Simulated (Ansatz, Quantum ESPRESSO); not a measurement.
# MgO (Periclase): third-order response

Aim: Raman and infrared lines of MgO (Periclase).

Main program and level: Quantum ESPRESSO 8.0 development, patched; DFT LDA, scalar-relativistic, plane waves, PseudoDojo norm-conserving pseudopotentials.

The experiments to compare with:

For MgO, rocksalt (bulk crystal), “Infrared Optical Properties of Ferropericlase (Mg1-xFexO): Experiment and Theory” (2007, arxiv:0704.2267) quotes earlier work: lattice constant a (cubic lattice constant) 4.212 Å [literature value, temperature not stated]; ε∞ (high-frequency dielectric constant) 2.95 ± 0.1 at 295 K; infrared mode (TO phonon at Gamma (T1u)) 396.5 cm⁻¹ at 295 K.

For MgO, rocksalt (bulk crystal), “Electronic structure of alkaline earth and post-transition metal oxides” (2009, arxiv:0908.1581) quotes earlier work: band gap (literature experimental gap) 7.83 eV [Literature value based on experiment; other listed experimental values range from 7.7 to …].

This is a report of a sequence of runs, with most program output left out.

The database entry behind the starting cell differs from later determinations by our own check (about 0.1 % long), so it need not match the best structure at ambient conditions.

## Step 1: Starting point

Symmetry: Fm-3m, No. 225, cubic system. The conventional cell has a = 4.217 Å, b = 4.217 Å, c = 4.217 Å, α = 90.00°, β = 90.00°, γ = 90.00°. Nearest to Mg lie 6 O at 2.11 Å. Nearest to O lie 6 Mg at 2.11 Å. Farther neighbours and most contacts between anions are not listed.

## Step 2: A first look

A cheap run with smearing and empty bands tells whether the crystal has a gap, which decides between fixed occupations and smearing later on.

probe.in reads:

```
&control
   calculation = 'scf'
   prefix = 'x'
   outdir = './tmp'
   pseudo_dir = './pseudo'
   tprnfor = .true.
   tstress = .true.
   verbosity = 'high'
/
&system
   ibrav = 2
   celldm(1) = 7.96897507
   nat = 2
   ntyp = 2
   ecutwfc = 84.0
   occupations = 'smearing'
   smearing = 'gaussian'
   degauss = 0.01
/
&electrons
   conv_thr = 1.0d-07
   mixing_beta = 0.7
   electron_maxstep = 100
/
ATOMIC_SPECIES
 Mg     24.3050  Mg.upf
 O      15.9990  O.upf
ATOMIC_POSITIONS crystal
 Mg     0.000000000   0.000000000   0.000000000
 O      0.500000000   0.500000000   0.500000000
K_POINTS automatic
 8 8 8 0 0 0
```

Launch:

```bash
$ OMP_NUM_THREADS=1 mpirun -n 2 pw.x -nk 2 -in probe.in > probe.out
```

It took 3.8 s on 2 MPI ranks of Intel Xeon Platinum 8488C (Sapphire Rapids), shared host.

Read from the output:

| Quantity | Value |
| --- | --- |
| volume per atom | 9.374 Å³ |
| pressure | -6.528 GPa |
| gap on the k-mesh | 4.655 eV |

A gap of 4.7 eV opens on this mesh, so the crystal is taken as an insulator; the start stands at -6.5 GPa.

## Step 3: Relaxing the cell and atoms

The relaxation runs at a cutoff a fifth above that of the response, since stress converges more slowly with the basis than frequencies do. Forces and stress are brought to rest with tight thresholds.

relax.in reads:

```
&control
   calculation = 'vc-relax'
   prefix = 'x'
   outdir = './tmp'
   pseudo_dir = './pseudo'
   tprnfor = .true.
   tstress = .true.
   forc_conv_thr = 2.0d-05
   etot_conv_thr = 1.0d-07
   nstep = 40
/
&system
   ibrav = 2
   celldm(1) = 7.96897507
   nat = 2
   ntyp = 2
   ecutwfc = 101
   occupations = 'fixed'
   nbnd = 10
/
&electrons
   conv_thr = 1.0d-11
   mixing_beta = 0.7
   electron_maxstep = 100
/
&ions
/
&cell
   press_conv_thr = 0.2
/
ATOMIC_SPECIES
 Mg     24.3050  Mg.upf
 O      15.9990  O.upf
ATOMIC_POSITIONS crystal
 Mg     0.000000000   0.000000000   0.000000000
 O      0.500000000   0.500000000   0.500000000
K_POINTS automatic
 8 8 8 0 0 0
```

Launch:

```bash
$ OMP_NUM_THREADS=1 mpirun -n 2 pw.x -nk 2 -in relax.in > relax.out
```

The job ended after 21 s (2 MPI ranks; 41 s of CPU time).

Step by step:

| step | energy less that of the first step (eV) | largest force (eV/Å) | pressure (GPa) | volume (Å³) |
| --- | --- | --- | --- | --- |
| 1 | 0.0000 | 0.0000 | -6.43 | 18.75 |
| 2 | -0.0149 | 0.0000 | -1.29 | 18.14 |
| 3 | -0.0155 | 0.0000 | 0.09 | 17.99 |
| 4 | -0.0155 | 0.0000 | 0.00 | 18.00 |
| 5 | -0.0155 | 0.0000 | 0.00 | 18.00 |
| 6 | -0.0155 | 0.0000 | 0.00 | 18.00 |

| conventional cell, symmetrised | before | after | change |
| --- | --- | --- | --- |
| a (Å) | 4.217 | 4.160 | -1.3 % |
| b (Å) | 4.217 | 4.160 | -1.3 % |
| c (Å) | 4.217 | 4.160 | -1.3 % |
| volume (Å³/atom) | 9.37 | 9.00 | -4.0 % |

Final coordinates:

```
CELL_PARAMETERS angstrom
-2.08016 0.00000 2.08016
0.00000 2.08016 2.08016
-2.08016 2.08016 0.00000
ATOMIC_POSITIONS crystal
Mg 0.00000 0.00000 0.00000
O 0.50000 0.50000 0.50000
```

The last row of the table of steps is pw.x's closing run on a basis chosen anew for the final cell, so its energy can jump.

Numbers from this step:

| Property | Result |
| --- | --- |
| volume per atom | 9.001 Å³ |
| pressure | -0.004 GPa |
| gap on the k-mesh | 5.062 eV |

The volume changes by -4.0 % from the cell with which this run began.

## Step 4: Ground state

Perturbation theory inherits every error of the wavefunctions, so the threshold is set near the limit of the arithmetic. With a gap, occupations are fixed, which also allows the response to an electric field.

scf.in reads:

```
&control
   calculation = 'scf'
   prefix = 'x'
   outdir = './tmp'
   pseudo_dir = './pseudo'
   tprnfor = .true.
   tstress = .true.
/
&system
   ibrav = 2
   celldm(1) = 7.8618697
   nat = 2
   ntyp = 2
   ecutwfc = 84.0
   occupations = 'fixed'
   nbnd = 10
/
&electrons
   conv_thr = 1.0d-12
   mixing_beta = 0.7
   electron_maxstep = 100
/
ATOMIC_SPECIES
 Mg     24.3050  Mg.upf
 O      15.9990  O.upf
ATOMIC_POSITIONS crystal
 Mg     0.000000000   0.000000000   0.000000000
 O      0.500000000   0.500000000   0.500000000
K_POINTS automatic
 8 8 8 0 0 0
```

Launch:

```bash
$ OMP_NUM_THREADS=1 mpirun -n 2 pw.x -nk 2 -in scf.in > scf.out
```

Elapsed: 4.6 s, on 2 MPI ranks; 8.7 s of CPU time.

Numbers from this step:

```
pressure : -0.065 GPa
```

The cell stands at -0.065 GPa, close enough for phonons.

## Step 5: Linear response at Γ

At q = 0 one unit cell holds all displacements; symmetry groups them into irreducible representations that are solved one by one. The response to a field gives ε∞ and the Born charges, which polar modes need. Third-order response adds the Raman tensors.

ph.in reads:

```
phonons
&inputph
   prefix = 'x'
   outdir = './tmp'
   fildyn = 'g.dyn'
   tr2_ph = 1.0d-18
   epsil = .true.
   lraman = .true.
   elop = .true.
/
0.000000000000 0.000000000000 0.000000000000
```

Launch:

```bash
$ OMP_NUM_THREADS=1 mpirun -n 2 ph.x -nk 2 -in ph.in > ph.out
```

The job ended after 2.9 min (2 MPI ranks; 5.7 min of CPU time).

Read from the output:

| Quantity | Value |
| --- | --- |
| miss of the charge sum rule | 5.60e-4 e |
| largest acoustic frequency at the zone centre before the sum rule | 2.97 cm⁻¹ |
| highest optical zone-centre mode (no LO-TO term) | 409.2 cm⁻¹ |
| lowest optical zone-centre mode | 409.2 cm⁻¹ |
| mean high-frequency dielectric constant | 3.175 |
| largest Born charge in size (third of the trace) | 1.972 e |

Born charge (rows field, columns displacement), before the sum rule (e), principal values of the symmetric part by kind of site:

| atom | atoms with these values | low | middle | high | mean |
| --- | --- | --- | --- | --- | --- |
| Mg1 | 1 | 1.97 | 1.97 | 1.97 | 1.97 |
| O2 | 1 | -1.97 | -1.97 | -1.97 | -1.97 |

In full for Mg1:

```
1.97 0.00 0.00
0.00 1.97 0.00
0.00 0.00 1.97
```

High-frequency dielectric tensor:

```
3.17 0.00 0.00
0.00 3.17 0.00
0.00 0.00 3.17
```

The acoustic modes at Γ come out as far as 3.0 cm⁻¹ from zero, where they should vanish, a small numerical error; the Born charges miss their sum rule by 5.6e-4 e, which is good.

## Step 6: Modes with the sum rule

A rigid shift of the crystal must cost nothing, but grids and finite bases break this; the acoustic sum rule is imposed before the matrix is diagonalised again. With Born charges the intensities follow, and the static dielectric tensor.

dynmat.in reads:

```
&input
   fildyn = 'g.dyn'
   asr = 'simple'
   fileig = 'dynmat.eig'
   lperm = .true.
/
```

Launch:

```bash
$ dynmat.x -in dynmat.in > dynmat.out
```

The job ended after 0.65 s (1 thread).

Read from the output:

- mean static dielectric constant: 9.755

Unit eigenvectors of the mass-weighted matrix after the sum rule; no LO-TO term. Modes at Γ, with each element's share of the kinetic energy:

| mode | frequency (cm⁻¹) | symmetry | Mg % | O % |
| --- | --- | --- | --- | --- |
| 1 | 0.0 | acoustic | 60 | 40 |
| 2 | 0.0 | acoustic | 60 | 40 |
| 3 | 0.0 | acoustic | 60 | 40 |
| 4 | 409.2 | T1u | 40 | 60 |
| 5 | 409.2 | T1u | 40 | 60 |
| 6 | 409.2 | T1u | 40 | 60 |

Displacements in mode 4 (409.2 cm⁻¹), the largest set to 1:
```
Mg1  0.00  0.00 -0.66
O2   0.00  0.00  1.00
```

Degenerate modes summed, no LO-TO term. Lines of the infrared spectrum (strongest = 100):

| position (cm⁻¹) | lines merged | label | IR intensity, relative |
| --- | --- | --- | --- |
| 409 | 3 | T1u | 100 |

Static dielectric tensor (ions relaxed, fixed cell):

```
9.76 0.00 0.00
0.00 9.76 0.00
0.00 0.00 9.76
```

The rule moves no optical mode by more than 0.1 cm⁻¹.

## Step 7: Sum rules set otherwise (asr crystal)

The rule can be imposed in more than one way; the choices should agree where the raw error is small.

dynmat.in reads:

```
&input
   fildyn = 'g.dyn'
   asr = 'crystal'
   fileig = 'dynmat.eig'
   lperm = .true.
/
```

Launch:

```bash
$ dynmat.x -in dynmat.in > dynmat.out
```

The job ended after 0.65 s (1 thread).

Zone-centre frequencies as printed; negative means imaginary. Modes:

| mode | frequency (cm⁻¹) |
| --- | --- |
| 1 | 0 |
| 2 | 0 |
| 3 | 0 |
| 4 | 409.2 |
| 5 | 409.2 |
| 6 | 409.2 |

Against the first rule no mode moves by more than 0.1 cm⁻¹.

## Step 8: Sum rules set otherwise (asr no)

Without the rule the raw error of the acoustic modes shows.

dynmat.in reads:

```
&input
   fildyn = 'g.dyn'
   asr = 'no'
   fileig = 'dynmat.eig'
   lperm = .true.
/
```

Launch:

```bash
$ dynmat.x -in dynmat.in > dynmat.out
```

It took 0.65 s on 1 thread.

This step gave:

```yaml
mean_static_dielectric_constant: 9.756
```

Zone-centre frequencies as printed; negative means imaginary. Modes:

| mode | frequency (cm⁻¹) |
| --- | --- |
| 1 | 2.97 |
| 2 | 2.97 |
| 3 | 2.97 |
| 4 | 409.2 |
| 5 | 409.2 |
| 6 | 409.2 |

Against the first rule no mode moves by more than 3.0 cm⁻¹.

## Step 9: The LO-TO splitting (1 0 0)

A longitudinal polar mode sets up a macroscopic field that stiffens it; the term hangs on the direction from which q goes to zero.

dynmat.in reads:

```
&input
   fildyn = 'g.dyn'
   asr = 'simple'
   fileig = 'dynmat.eig'
   q(1) = 1.0
   q(2) = 0.0
   q(3) = 0.0
/
```

Launch:

```bash
$ dynmat.x -in dynmat.in > dynmat.out
```

Elapsed: 0.62 s, on 1 thread.

Read from the output:

```yaml
highest_mode_moved_by_the_lo_to_term: 717.3 cm⁻¹
```

Zone-centre frequencies as printed; negative means imaginary. Modes:

| mode | frequency (cm⁻¹) |
| --- | --- |
| 1 | 0 |
| 2 | 0 |
| 3 | 0 |
| 4 | 409.2 |
| 5 | 409.2 |
| 6 | 717.3 |

The field moves one mode, from 409 to 717 cm⁻¹; the others stay.

## Step 10: Cross-check with Ansatz

A second program on the same cell, potentials, cutoff and meshes tests the implementation of the phonon response, not its convergence. Its field response is summed in its own way. Its k mesh is centred on Γ.

This step: DFT LDA, scalar-relativistic, plane waves, PseudoDojo norm-conserving pseudopotentials (Ansatz 0.2.0).

input.yaml reads:

```yaml
crystal:
  lattice:
    - [-2.0801611407, 0.0, 2.0801611407]
    - [0.0, 2.0801611407, 2.0801611407]
    - [-2.0801611407, 2.0801611407, 0.0]
  atoms:
    - { symbol: Mg, position: [0.0, 0.0, 0.0] }
    - { symbol: O, position: [0.5, 0.5, 0.5] }
kpoints:
  mp_grid: { grid: [8, 8, 8] }
hamiltonian:
  xc: lda
  pseudopotentials: { kind: nc, accuracy: standard }
scf:
  occupations: { method: fixed }
output:
  eigenvalues: true
basis:
  ecutwfc: 1142.878
phonons:
  method: dfpt
  dielectric: true
  rigid_motions: translations
  raman: true
```

Launch:

```bash
$ ansatz run input.yaml --threads 2 --pin off --max-ram 4096MiB --backend cpu --events-out ev --progress --plain --runs-dir out
```

The job ended after 63 s (2 threads; peak memory 0.77 GiB).

Read from the output:

- sum-rule residual before enforcement: 3.00e-4 eV/Å²
- miss of the charge sum rule: 6.79e-4 e
- estimated error of the dielectric tensor: 0.006566
- estimated error of the Born charges: 0.01084 e
- highest optical zone-centre mode (no LO-TO term): 409.1 cm⁻¹
- lowest optical zone-centre mode: 409.1 cm⁻¹
- mean high-frequency dielectric constant: 3.172
- mean static dielectric constant: 9.752

Transverse modes. Lines of the infrared spectrum (strongest = 100):

| position (cm⁻¹) | label | IR intensity ((D/Å)²/amu), degenerate modes summed, relative |
| --- | --- | --- |
| 409 | T1u | 100 |

## Step 11: Side by side: QE PseudoDojo and Ansatz, PseudoDojo

Numbers from this step:

* root-mean-square difference: 0.07 cm⁻¹
* largest difference: 0.07 cm⁻¹

Frequencies side by side, by row:

| q (reciprocal lattice) | mode | QE PseudoDojo (cm⁻¹) | Ansatz, PseudoDojo (cm⁻¹) |
| --- | --- | --- | --- |
| 0 0 0 | 1 | 0 | 0 |
| 0 0 0 | 2 | 0 | 0 |
| 0 0 0 | 3 | 0 | 0 |
| 0 0 0 | 4 | 409.2 | 409.1 |
| 0 0 0 | 5 | 409.2 | 409.1 |
| 0 0 0 | 6 | 409.2 | 409.1 |

The two runs side by side. Further quantities:

| quantity | QE PseudoDojo | Ansatz, PseudoDojo |
| --- | --- | --- |
| mean ε∞ | 3.175 | 3.172 |
| largest Born charge in size (e; the first before, the second after the charge sum rule) | 1.972 | 1.972 |
| summed IR intensity ((D/Å)²/amu) | 27.9 | 27.88 |

At the zone centre the largest difference (acoustic modes at Γ apart) is 0.02 % of the highest mode.

## Step 12: Results

| Quantity | Value |
| --- | --- |
| space group after relaxation | Fm-3m |
| volume per atom | 9.00 Å³ |
| gap on the k-mesh | 5.06 eV |
| highest optical zone-centre mode (no LO-TO term) | 409.2 cm⁻¹ |
| highest mode moved by the LO-TO term | 717.3 cm⁻¹ |
| mean high-frequency dielectric constant | 3.17 |
| largest Born charge in size (third of the trace) | 1.97 e |
| mean static dielectric constant | 9.76 |
| imaginary optical modes at the zone centre (no q mesh in this session) | none |
| largest difference from Ansatz, PseudoDojo | 0.07 cm⁻¹ |

What this shows: No mode is Raman active in this structure; the strongest infrared line lies at 409 cm⁻¹. At the LDA level the optical modes of MgO (Periclase) at the zone centre (no LO-TO term) lie at 409 cm⁻¹. Along the directions run, the highest mode that the macroscopic field moves lies at 717 cm⁻¹. Lattice motion raises the mean dielectric constant from 3.175 to 9.755. The Born charge of Mg is 1.972 e against a formal charge of +2, close to the ionic value. The Lyddane-Sachs-Teller relation holds: (ωLO/ωTO)² is 3.07 and ε₀/ε∞ is 3.07. QE PseudoDojo and Ansatz, PseudoDojo agree to 0.07 cm⁻¹ (0.02 % of the highest mode compared) on all solved modes but the acoustic ones at Γ, without the LO-TO term. These are harmonic frequencies at zero temperature: anharmonic shifts and linewidths and thermal expansion are left out. The build is a development version in which the Raman tensors of release 7.5 are mended; dynmat.x leaves out the electro-optic term of LO lines.

Comparison with the measured values:

| quantity | measured | LDA PseudoDojo norm-conserving, Quantum ESPRESSO | LDA PseudoDojo norm-conserving |
| --- | --- | --- | --- |
| lattice constant a (Å) | 4.212 | 4.160 (-1.2 %) | - |
| band gap (least gap) (eV) | 7.83 | - | 5.06 (-2.77 eV) |
| ε∞ (mean of the tensor) | 2.95 | 3.17 (+7.6 %) | 3.17 (+7.5 %) |
| infrared mode, TO phonon at Gamma (T1u) (cm⁻¹) | 396.5 | 409 (+3.2 %) | 409 (+3.2 %) |

Measured values from arxiv:0704.2267 (2007) and arxiv:0908.1581 (2009).

**Verdict.** The lattice constant a is off by -1.2 %: fair agreement. The band gap is off by -2.77 eV: a clear miss. Local and semilocal functionals usually give gaps below the measured ones. Zero-point and thermal motion shift the measured gap. The ε∞ is off by +7.6 % at LDA PseudoDojo norm-conserving, Quantum ESPRESSO: fair agreement. The infrared mode is off by +3.2 % at LDA PseudoDojo norm-conserving, Quantum ESPRESSO: fair agreement. The grades are ours: good and fair within 0.7 and 1.5 % for the lattice constant a, 7 and 18 % for the ε∞ and 3 and 7 % for the infrared mode. Zero-point motion and thermal expansion (measured at up to 295 K) are not in the computed lattice constants and infrared mode.

[Host names and launcher messages were left out of these logs when they were recorded.]

[Logs are printed without paths, hosts, clocks, repeated set-up lines and the standing remarks that a program may print on its own settings, such as how far it seeks lower states.]

[Hosts, paths, dates, database ids (printed as entryN), source tags and the programs' standing remarks are cut or masked in the printed files.]
